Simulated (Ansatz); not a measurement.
# Se on Al(100), ontop start, 2x2 cell: work function, bands and core levels, part 3 of 3

Aim: how the adsorbate changes the work function, the valence spectrum and the core levels in Se on Al(100), ontop start, 2x2 cell.

Ansatz 0.2.0; DFT, PBE, plane-wave PAW, default files, scalar-relativistic.

So far, work function, upper face (eV): step 2 (the clean face) 4.27; step 3 (relaxing the atoms) 4.86; step 4 (layer-resolved bands, DOS and potential) 4.84.

## Step 5: Core levels by total-energy differences (continued)

The Al 2p lines of the listed atoms alone (other atoms of the cell aren't counted), as Gaussians 0.3 eV wide, no depth weighting. Table of intensity by Al 2p level; read off at these points:

Al 2p level (eV), intensity (%) and a bar:
```
     72.0          0 
     72.2          0 
     72.4          3 #
     72.6         44 #############
     72.8        100 ##############################
     73.0         60 ##################
     73.2         52 ################
     73.4         23 #######
     73.6          2 
     73.8          0 
     74.0          0
```

## Step 6: Without the dipole correction

Leaving out the dipole correction shows the spurious field between unlike faces.

Input file input.yaml:

```yaml
crystal:
  lattice:
    - [5.713422792, 0.0, 0.0]
    - [0.0, 5.713422792, 0.0]
    - [0.0, 0.0, 25.43]
  atoms:
    - { symbol: Se, position: [0.2478417124, 0.0, 0.6872638886] }
    - { symbol: Al, position: [-0.0135577647, 0.0, 0.6134278352] }
    - { symbol: Al, position: [0.51068196, 0.0, 0.613486198] }
    - { symbol: Al, position: [-0.003504545, 0.5, 0.6134024736] }
    - { symbol: Al, position: [0.5060146044, 0.5, 0.6133461046] }
    - { symbol: Al, position: [0.2500518668, 0.2463892097, 0.5338502922] }
    - { symbol: Al, position: [0.7502919894, 0.252762261, 0.5323125422] }
    - { symbol: Al, position: [0.2500518668, 0.7536107903, 0.5338502922] }
    - { symbol: Al, position: [0.7502919894, 0.747237739, 0.5323125422] }
    - { symbol: Al, position: [0.0, 0.0, 0.453794731] }
    - { symbol: Al, position: [0.5, 0.0, 0.453794731] }
    - { symbol: Al, position: [0.0, 0.5, 0.453794731] }
    - { symbol: Al, position: [0.5, 0.5, 0.453794731] }
    - { symbol: Al, position: [0.25, 0.25, 0.374360991] }
    - { symbol: Al, position: [0.75, 0.25, 0.374360991] }
    - { symbol: Al, position: [0.25, 0.75, 0.374360991] }
    - { symbol: Al, position: [0.75, 0.75, 0.374360991] }
    - { symbol: Al, position: [0.0, 0.0, 0.294927251] }
    - { symbol: Al, position: [0.5, 0.0, 0.294927251] }
    - { symbol: Al, position: [0.0, 0.5, 0.294927251] }
    - { symbol: Al, position: [0.5, 0.5, 0.294927251] }
kpoints:
  mp_grid: { grid: [8, 8, 1] }
scf:
  occupations: { method: fermi_dirac, width: 0.05 }
  n_extra_bands: 23
hamiltonian:
  xc: pbe
  pseudopotentials: { kind: paw }
output:
  forces: true
  write_potential: true
  volumetric_format: []
  dos:
    projected:
      site_lists:
        adsorbate: [0]
        layer_1: [1, 2, 3, 4]
        layer_2: [5, 6, 7, 8]
        layer_3: [9, 10, 11, 12]
        other_layers: [13, 14, 15, 16, 17, 18, 19, 20]
    de: 0.05
    e_range: [-30, 12]
    method: { smearing: { sigma: 0.15, scheme: gaussian } }
```

The run is started by

```sh
ansatz run input.yaml --threads 4 --pin off --max-ram 12288MiB --backend cpu --events-out ev --progress --plain --runs-dir out
```

The job ended after 48 s (4 threads of Arm Neoverse V1, shared host; peak memory 2 GiB; 3.1 min of CPU time).

Residual by cycle:

cycle, log10 residual and a bar from the least value:
```
        1       -0.3 ##############################
        2       -2.2 ######################
        3       -2.9 ###################
        4       -3.9 ###############
        5       -5.2 ##########
        6       -6.3 ######
        7       -7.7
```

The run finished; it serves as a test, and its numbers are not taken as the result.

## Step 7: Another try

In this try the input is made faulty on purpose, to show what that does.

This step: DFT, PBE, plane-wave PAW, default files, scalar-relativistic; changed: crystal.lattice = [[10.79680417, 0.0, 0.0], [0.0, 10.79680417, 0.0], [0.0, 0.0, 48.05573472]], scf.max_iter = 75 (Ansatz 0.2.0).

The cell differs from the one that the last finished run ended in (a 5.713 → 10.797 Å, b 5.713 → 10.797 Å, c 25.430 → 48.056 Å).

input.yaml, as its differences from that of step 6:

```diff
@@ -2,5 +2,5 @@
   lattice:
-    - [5.713422792, 0.0, 0.0]
-    - [0.0, 5.713422792, 0.0]
-    - [0.0, 0.0, 25.43]
+    - [10.79680417, 0.0, 0.0]
+    - [0.0, 10.79680417, 0.0]
+    - [0.0, 0.0, 48.05573472]
   atoms:
@@ -32,2 +32,3 @@
   n_extra_bands: 23
+  max_iter: 75
 hamiltonian:
@@ -50 +51,4 @@
     method: { smearing: { sigma: 0.15, scheme: gaussian } }
+efield:
+  axis: 3
+  dipole_correction: true
```

It took 7.2 min on 4 threads; peak memory 7.1 GiB.

Residual by cycle:

cycle, log10 residual and a bar from the least value:
```
        1        1.3 #######################
        3        1.8 ##########################
        4        2.3 ##############################
        6        1.3 ######################
        8        1.3 #######################
        9        1.2 ######################
       11        0.3 ###############
       12        0.8 ###################
       14       -0.4 ##########
       16        1.4 #######################
       17       -1.8 
       19       -0.2 ############
```

The run was cut off at its time limit.

After 19 cycles the residual stands at 0.61.

The fault put into the input: a lattice typed in bohr (crystal.lattice).

## Step 8: What came out

| Quantity | Value |
| --- | --- |
| work function | 4.84 eV (other face 4.31 eV) |
| change from the clean face | +0.57 eV |
| Al core shifts among the listed atoms, from the last listed one | -0.09 to +0.10 eV |

The Fermi level of Se on Al(100), ontop start, 2x2 cell lies 4.84 eV (other face 4.31 eV) below the vacuum, a change of +0.57 eV from the clean face. The sign fits the charge transfer: Se is more electronegative than the metal and draws charge outwards, a dipole that raises the barrier. Only the strongest levels a point were stored, too few to count surface states. The group slid 1.4 Å sideways from its starting site. After relaxation Se1 stands 1.88 Å above the top layer, bonded to 2 Al atoms at 2.40 Å. The bare lower face differs from the lower face of the clean 1×1 slab by 0.02 eV, a measure of the error from mesh and slab. Core shifts: Al -0.09 to +0.10 eV. Among the sites run, the most bound Al 2p level is that of Al2 (layer 1), bonded to 8 Al and 1 Se; the least bound, 0.19 eV shallower, that of Al5 (layer 1), bonded to 8 Al. At 21.2 eV the valence spectrum has its highest listed peaks within 10.8 eV at 2.0 eV (Se 4p) and 3.1 eV (Se 4p). At 1486.7 eV the valence spectrum has its highest listed peaks within 13 eV at 2.0 eV (Se 4p), 3.1 eV (Se 4p), 3.7 eV (Se 4p) and 12.8 eV (Se 4s). The shell named is the one with most of the intensity, cross sections included, not always the one with most states there. In the main run, from 1486.7 eV towards hard X-rays the Se 4s share grows by 18 points, as its cross section falls more slowly with photon energy than those of the shells it gains on. The slab's own atoms span 8.1 Å, so bulk bands appear as a few quantum-well levels, and states of the two faces can mix.

[Logs are printed without paths, hosts, clocks, repeated set-up lines and the standing remarks that a program may print on its own settings, such as how far it seeks lower states.]

[Hosts, paths, dates, database ids (printed as entryN), source tags and the programs' standing remarks are cut or masked in the printed files.]

[Maps of the electrostatic potential energy from Ansatz leave out the sawtooth potential of an applied field or a dipole correction, so their vacuum need not be flat; work functions include it.]
